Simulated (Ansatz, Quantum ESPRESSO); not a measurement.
# Rb3SCl (Pm-3m): third-order response

Aim: Raman and infrared lines of Rb3SCl (Pm-3m).

Program: Quantum ESPRESSO 8.0 development, patched. Level of theory: DFT LDA, scalar-relativistic, plane waves, PseudoDojo norm-conserving pseudopotentials. Results are calculated unless marked as measured.

The structure was built from a prototype and need not be the compound's stable phase.

**1. The structure**

The structure is cubic, space group Pm-3m (No. 221). Conventional cell: a = 6.384 Å, b = 6.384 Å, c = 6.384 Å, α = 90.00°, β = 90.00°, γ = 90.00°. Nearest to Cl lie 12 Rb at 4.51 Å. S has 6 Rb at 3.19 Å nearest. Nearest to Rb lie 2 S at 3.19 Å. Farther neighbours and most contacts between anions are not listed.

Structure file:

```
Cl S Rb
1.0
     6.38400    0.00000    0.00000
     0.00000    6.38400    0.00000
     0.00000    0.00000    6.38400
Cl S Rb
1 1 3
Direct
  0.00000 0.00000 0.00000
  0.50000 0.50000 0.50000
  0.50000 0.50000 0.00000
  0.50000 0.00000 0.50000
  0.00000 0.50000 0.50000
```

**2. A first look**

A cheap run with smearing and empty bands tells whether the crystal has a gap, which decides between fixed occupations and smearing later on.

The input, probe.in:

```
&CONTROL
  calculation = 'scf'
  prefix      = 'x'
  outdir      = './tmp'
  pseudo_dir  = './pseudo'
  tprnfor     = .true.
  tstress     = .true.
  verbosity   = 'high'
/
&SYSTEM
  ibrav       = 1
  celldm(1)   = 12.06401158
  nat         = 5
  ntyp        = 3
  ecutwfc     = 48.0
  occupations = 'smearing'
  smearing    = 'gaussian'
  degauss     = 0.01
/
&ELECTRONS
  conv_thr         = 1.0d-07
  mixing_beta      = 0.7
  electron_maxstep = 100
/
ATOMIC_SPECIES
 Cl     35.4500  Cl.upf
 S      32.0600  S.upf
 Rb     85.4678  Rb.upf
ATOMIC_POSITIONS crystal
 Cl     0.000000000   0.000000000   0.000000000
 S      0.500000000   0.500000000   0.500000000
 Rb     0.500000000   0.500000000   0.000000000
 Rb     0.500000000   0.000000000   0.500000000
 Rb     0.000000000   0.500000000   0.500000000
K_POINTS automatic
 4 4 4 0 0 0
```

The run is started by

```bash
OMP_NUM_THREADS=1 mpirun -n 4 pw.x -nk 4 -in probe.in > probe.out
```

The log of the run:

```text
[banners, grids, parts of the stress and lines that vanish by symmetry left out]
Program PWSCF v.8.0dev
     bravais-lattice index     =            1
     lattice parameter (alat)  =      12.0640  a.u.
[...]
kinetic-energy cutoff     =      48.0000  Ry
     charge density cutoff     =     192.0000  Ry
     scf convergence threshold =      1.0E-07
[...]
Exchange-correlation= SLA-PW-NOGX-NOGC
                           (   1   4   0   0   0   0   0)
[...]
48 Sym. Ops., with inversion, found
[...]
(     0          1          0      )
                  (     0          0          1      )
[...]
(  0.0000000  1.0000000  0.0000000 )
                  (  0.0000000  0.0000000  1.0000000 )
[...]
(     0         -1          0      )
                  (     0          0          1      )
[...]
( -1.0000000  0.0000000  0.0000000 )
                  (  0.0000000  1.0000000  0.0000000 )
[...]
number of k points=    10  Gaussian smearing, width (Ry)=  0.0100
[...]
End of self-consistent calculation
[...]
the Fermi energy is     1.8786 ev
!    total energy              =    -217.97458326 Ry
[...]
convergence has been achieved in   8 iterations
[...]
atom    1 type  1   force =     0.00000000    0.00000000    0.00000000
     atom    2 type  2   force =     0.00000000    0.00000000    0.00000000
     atom    3 type  3   force =     0.00000000    0.00000000    0.00000000
     atom    4 type  3   force =     0.00000000    0.00000000    0.00000000
     atom    5 type  3   force =     0.00000000    0.00000000    0.00000000
[...]
Total force =     0.000000     Total SCF correction =     0.000000
[...]
total   stress  (Ry/bohr**3)                   (kbar)     P=      -14.63
[...]
XML data file, charge density, pseudopotentials, collected wavefunctions

   JOB DONE.
```

Wall time 13 s (4 MPI ranks of Arm Neoverse V1, shared host).

Read from the output:

- volume per atom: 52.04 Å³
- pressure: -1.463 GPa
- gap on the k-mesh: 1.197 eV

A gap of 1.2 eV opens on this mesh, so the crystal is taken as an insulator; the start stands at -1.5 GPa.

**3. Relaxing the cell and atoms**

The harmonic expansion starts where the forces on the atoms vanish, and stress shifts the frequencies, so cell and atoms are relaxed with tight thresholds.

The input, relax.in:

```
&CONTROL
  calculation   = 'vc-relax'
  prefix        = 'x'
  outdir        = './tmp'
  pseudo_dir    = './pseudo'
  tprnfor       = .true.
  tstress       = .true.
  forc_conv_thr = 2.0d-05
  etot_conv_thr = 1.0d-07
  nstep         = 40
/
&SYSTEM
  ibrav       = 1
  celldm(1)   = 12.06401158
  nat         = 5
  ntyp        = 3
  ecutwfc     = 48.0
  occupations = 'fixed'
  nbnd        = 22
/
&ELECTRONS
  conv_thr         = 1.0d-11
  mixing_beta      = 0.7
  electron_maxstep = 100
/
&IONS
/
&CELL
  press_conv_thr = 0.2
/
ATOMIC_SPECIES
 Cl     35.4500  Cl.upf
 S      32.0600  S.upf
 Rb     85.4678  Rb.upf
ATOMIC_POSITIONS crystal
 Cl     0.000000000   0.000000000   0.000000000
 S      0.500000000   0.500000000   0.500000000
 Rb     0.500000000   0.500000000   0.000000000
 Rb     0.500000000   0.000000000   0.500000000
 Rb     0.000000000   0.500000000   0.500000000
K_POINTS automatic
 4 4 4 0 0 0
```

The run is started by

```bash
OMP_NUM_THREADS=1 mpirun -n 4 pw.x -nk 4 -in relax.in > relax.out
```

The log of the run:

```text
[banners, grids, parts of the stress and lines that vanish by symmetry left out]
[banner, memory and clock lines left out]
Program PWSCF v.8.0dev

[...]
kinetic-energy cutoff     =      48.0000  Ry
     charge density cutoff     =     192.0000  Ry
     scf convergence threshold =      1.0E-11
[...]
energy convergence thresh.=      1.0E-07
     force convergence thresh. =      2.0E-05
     press convergence thresh. =      2.0E-01
     Exchange-correlation= SLA-PW-NOGX-NOGC
                           (   1   4   0   0   0   0   0)
[...]
48 Sym. Ops., with inversion, found
[...]
number of k points=    10
[...]
c_bands: 1 eigenvalues not converged on the other pools
[...]
End of self-consistent calculation
[...]
highest occupied, lowest unoccupied level (ev):     1.2705    2.4672
!    total energy              =    -217.97458328 Ry
[...]
convergence has been achieved in  12 iterations
[...]
atom    1 type  1   force =     0.00000000    0.00000000    0.00000000
     atom    2 type  2   force =     0.00000000    0.00000000    0.00000000
     atom    3 type  3   force =     0.00000000    0.00000000    0.00000000
     atom    4 type  3   force =     0.00000000    0.00000000    0.00000000
     atom    5 type  3   force =     0.00000000    0.00000000    0.00000000
     Total force =     0.000000     Total SCF correction =     0.000000
[...]
total   stress  (Ry/bohr**3)                   (kbar)     P=      -14.65
[...]
number of bfgs steps    =   0
[...]
CELL_PARAMETERS (alat= 12.06401158)
[...]
ATOMIC_POSITIONS (crystal)
Cl               0.0000000000        0.0000000000        0.0000000000
S                0.5000000000        0.5000000000        0.5000000000
Rb               0.5000000000        0.5000000000        0.0000000000
Rb               0.5000000000        0.0000000000        0.5000000000
[...]
New effective cutoffs (rho, wfc):  192.74   48.22
[...]
End of self-consistent calculation
[...]
highest occupied, lowest unoccupied level (ev):     1.3144    2.5075
!    total energy              =    -217.97586503 Ry
[...]
convergence has been achieved in   8 iterations
[...]
atom    1 type  1   force =     0.00000000    0.00000000    0.00000000
     atom    2 type  2   force =     0.00000000    0.00000000    0.00000000
     atom    3 type  3   force =     0.00000000    0.00000000    0.00000000
     atom    4 type  3   force =     0.00000000    0.00000000    0.00000000
     atom    5 type  3   force =     0.00000000    0.00000000    0.00000000
     Total force =     0.000000     Total SCF correction =     0.000000
[...]
total   stress  (Ry/bohr**3)                   (kbar)     P=      -14.16
[...]
number of bfgs steps    =   1
[...]
WARNING: bfgs curvature condition failed, Theta= 0.832
[...]
CELL_PARAMETERS (alat= 12.06401158)
[...]
ATOMIC_POSITIONS (crystal)
[...]
New effective cutoffs (rho, wfc):  194.19   48.58
[...]
End of self-consistent calculation
[...]
highest occupied, lowest unoccupied level (ev):     1.3816    2.5687
!    total energy              =    -217.97769111 Ry
[...]
convergence has been achieved in  10 iterations
[...]
atom    1 type  1   force =     0.00000000    0.00000000    0.00000000
     atom    2 type  2   force =     0.00000000    0.00000000    0.00000000
[...]
number of bfgs steps    =   5
[...]
highest occupied, lowest unoccupied level (ev):     2.3369    3.4052
!    total energy              =    -217.98856389 Ry
[...]
convergence has been achieved in  11 iterations
[...]
Total force =     0.000000     Total SCF correction =     0.000000
[...]
total   stress  (Ry/bohr**3)                   (kbar)     P=        1.19
[...]
number of bfgs steps    =   6
[...]
highest occupied, lowest unoccupied level (ev):     2.2659    3.3449
!    total energy              =    -217.98861568 Ry
[...]
convergence has been achieved in   9 iterations
[...]
Total force =     0.000000     Total SCF correction =     0.000000
[...]
total   stress  (Ry/bohr**3)                   (kbar)     P=       -0.11
[...]
number of bfgs steps    =   7
[...]
New effective cutoffs (rho, wfc):  212.06   53.05
[...]
highest occupied, lowest unoccupied level (ev):     2.2717    3.3498
!    total energy              =    -217.98861611 Ry
[...]
convergence has been achieved in   7 iterations
[...]
Total force =     0.000000     Total SCF correction =     0.000000
[...]
total   stress  (Ry/bohr**3)                   (kbar)     P=       -0.00
[...]
number of bfgs steps    =   8
[...]
small trust_radius: resetting bfgs history
[...]
CELL_PARAMETERS (alat= 12.06401158)
[...]
ATOMIC_POSITIONS (crystal)
[...]
New effective cutoffs (rho, wfc):  212.06   53.05
[...]
End of self-consistent calculation
[...]
highest occupied, lowest unoccupied level (ev):     2.2717    3.3498
!    total energy              =    -217.98861611 Ry
[...]
convergence has been achieved in   3 iterations
[...]
atom    3 type  3   force =     0.00000000    0.00000000    0.00000000
     atom    4 type  3   force =     0.00000000    0.00000000    0.00000000
     atom    5 type  3   force =     0.00000000    0.00000000    0.00000000
     Total force =     0.000000     Total SCF correction =     0.000000
[...]
total   stress  (Ry/bohr**3)                   (kbar)     P=       -0.00
[...]
bfgs converged in  10 scf cycles and   9 bfgs steps
[...]
End of BFGS Geometry Optimization
     Final enthalpy           =    -217.9886161093 Ry
     File ./tmp/x.bfgs deleted, as requested
[...]
CELL_PARAMETERS (alat= 12.06401158)
[...]
ATOMIC_POSITIONS (crystal)
[...]
Rb               0.5000000000        0.0000000000        0.5000000000
Rb               0.0000000000        0.5000000000        0.5000000000
[...]
Final scf calculation at the relaxed structure.
[...]
kinetic-energy cutoff     =      48.0000  Ry
     charge density cutoff     =     192.0000  Ry
     scf convergence threshold =      1.0E-13
[...]
press convergence thresh. =      2.0E-01
     Exchange-correlation= SLA-PW-NOGX-NOGC
                           (   1   4   0   0   0   0   0)
[...]
48 Sym. Ops., with inversion, found
[...]
number of k points=    10
[...]
c_bands: 2 eigenvalues not converged on the other pools
[...]
End of self-consistent calculation
[...]
highest occupied, lowest unoccupied level (ev):     2.2718    3.3498
!    total energy              =    -217.98828565 Ry
[...]
convergence has been achieved in  13 iterations
[...]
atom    1 type  1   force =     0.00000000    0.00000000    0.00000000
     atom    2 type  2   force =     0.00000000    0.00000000    0.00000000
     atom    3 type  3   force =     0.00000000    0.00000000    0.00000000
     atom    4 type  3   force =     0.00000000    0.00000000    0.00000000
     atom    5 type  3   force =     0.00000000    0.00000000    0.00000000
     Total force =     0.000000     Total SCF correction =     0.000000
[...]
total   stress  (Ry/bohr**3)                   (kbar)     P=       -0.15
[...]
XML data file, charge density, pseudopotentials, collected wavefunctions
```

Wall time 2.4 min (4 MPI ranks).

The steps of the relaxation:

```
step  energy less that of the first step (eV)  largest force (eV/Å)  pressure (GPa)  volume (Å³)
   1                                   0.0000                0.0000           -1.47       260.18
   2                                  -0.0174                0.0000           -1.42       258.24
   3                                  -0.0423                0.0000           -1.34       255.35
   4                                  -0.0765                0.0000           -1.21       251.06
   5                                  -0.1203                0.0000           -1.00       244.71
   6                                  -0.1676                0.0000           -0.61       235.38
   7                                  -0.1902                0.0000            0.12       221.84
   8                                  -0.1909                0.0000           -0.01       223.94
   9                                  -0.1909                0.0000            0.00       223.76
  10                                  -0.1909                0.0000            0.00       223.76
  11                                  -0.1864                0.0000           -0.01       223.76
```

```
conventional cell, symmetrised  before  after   change
                         a (Å)   6.384  6.071   -4.9 %
                         b (Å)   6.384  6.071   -4.9 %
                         c (Å)   6.384  6.071   -4.9 %
              volume (Å³/atom)   52.04  44.75  -14.0 %
```

Final coordinates:

```xyz
5
Lattice="6.0710 0.0000 0.0000 0.0000 6.0710 0.0000 0.0000 0.0000 6.0710" Properties=species:S:1:pos:R:3 pbc="T T T"
Cl    0.0000    0.0000    0.0000
S     3.0355    3.0355    3.0355
Rb    3.0355    3.0355    0.0000
Rb    3.0355    0.0000    3.0355
Rb    0.0000    3.0355    3.0355
```

The last row of the table of steps is pw.x's closing run on a basis chosen anew for the final cell, so its energy can jump.

Read from the output:

```
volume per atom   : 44.75 Å³
pressure          : -0.015 GPa
gap on the k-mesh : 1.078 eV
```

The volume changes by -14.0 % from the cell with which this run began.

**4. Self-consistent run for the response**

The response is built on this ground state, so it is converged far tighter than an energy would need. With a gap, occupations are fixed, which also allows the response to an electric field.

The input, scf.in:

```
&CONTROL
  calculation = 'scf'
  prefix      = 'x'
  outdir      = './tmp'
  pseudo_dir  = './pseudo'
  tprnfor     = .true.
  tstress     = .true.
/
&SYSTEM
  ibrav       = 1
  celldm(1)   = 11.47258262
  nat         = 5
  ntyp        = 3
  ecutwfc     = 48.0
  occupations = 'fixed'
  nbnd        = 22
/
&ELECTRONS
  conv_thr         = 1.0d-12
  mixing_beta      = 0.7
  electron_maxstep = 100
/
ATOMIC_SPECIES
 Cl     35.4500  Cl.upf
 S      32.0600  S.upf
 Rb     85.4678  Rb.upf
ATOMIC_POSITIONS crystal
 Cl     0.000000000   0.000000000   0.000000000
 S      0.500000000   0.500000000   0.500000000
 Rb     0.500000000   0.500000000   0.000000000
 Rb     0.500000000   0.000000000   0.500000000
 Rb     0.000000000   0.500000000   0.500000000
K_POINTS automatic
 4 4 4 0 0 0
```

The run is started by

```bash
OMP_NUM_THREADS=1 mpirun -n 4 pw.x -nk 4 -in scf.in > scf.out
```

The log of the run:

```text
[banners, grids, parts of the stress and lines that vanish by symmetry left out]
[banner, memory and clock lines left out]
Program PWSCF v.8.0dev

[...]
kinetic-energy cutoff     =      48.0000  Ry
     charge density cutoff     =     192.0000  Ry
     scf convergence threshold =      1.0E-12
[...]
Exchange-correlation= SLA-PW-NOGX-NOGC
                           (   1   4   0   0   0   0   0)
[...]
48 Sym. Ops., with inversion, found
[...]
number of k points=    10
[...]
End of self-consistent calculation
[...]
highest occupied, lowest unoccupied level (ev):     2.2718    3.3498
!    total energy              =    -217.98828565 Ry
[...]
convergence has been achieved in  13 iterations
[...]
atom    1 type  1   force =     0.00000000    0.00000000    0.00000000
     atom    2 type  2   force =     0.00000000    0.00000000    0.00000000
     atom    3 type  3   force =     0.00000000    0.00000000    0.00000000
     atom    4 type  3   force =     0.00000000    0.00000000    0.00000000
     atom    5 type  3   force =     0.00000000    0.00000000    0.00000000
     Total force =     0.000000     Total SCF correction =     0.000000
[...]
total   stress  (Ry/bohr**3)                   (kbar)     P=       -0.15
[...]
XML data file, charge density, pseudopotentials, collected wavefunctions
```

Run time: 17 s. Hardware: 4 MPI ranks.

The cell stands at -0.015 GPa, close enough for phonons.

(Part 1 of 3 ends here.)

[Host names and launcher messages were left out of these logs when they were recorded.]

[Logs are printed without paths, hosts, clocks, repeated set-up lines and the standing remarks that a program may print on its own settings, such as how far it seeks lower states.]

[Hosts, paths, dates, database ids (printed as entryN), source tags and the programs' standing remarks are cut or masked in the printed files.]
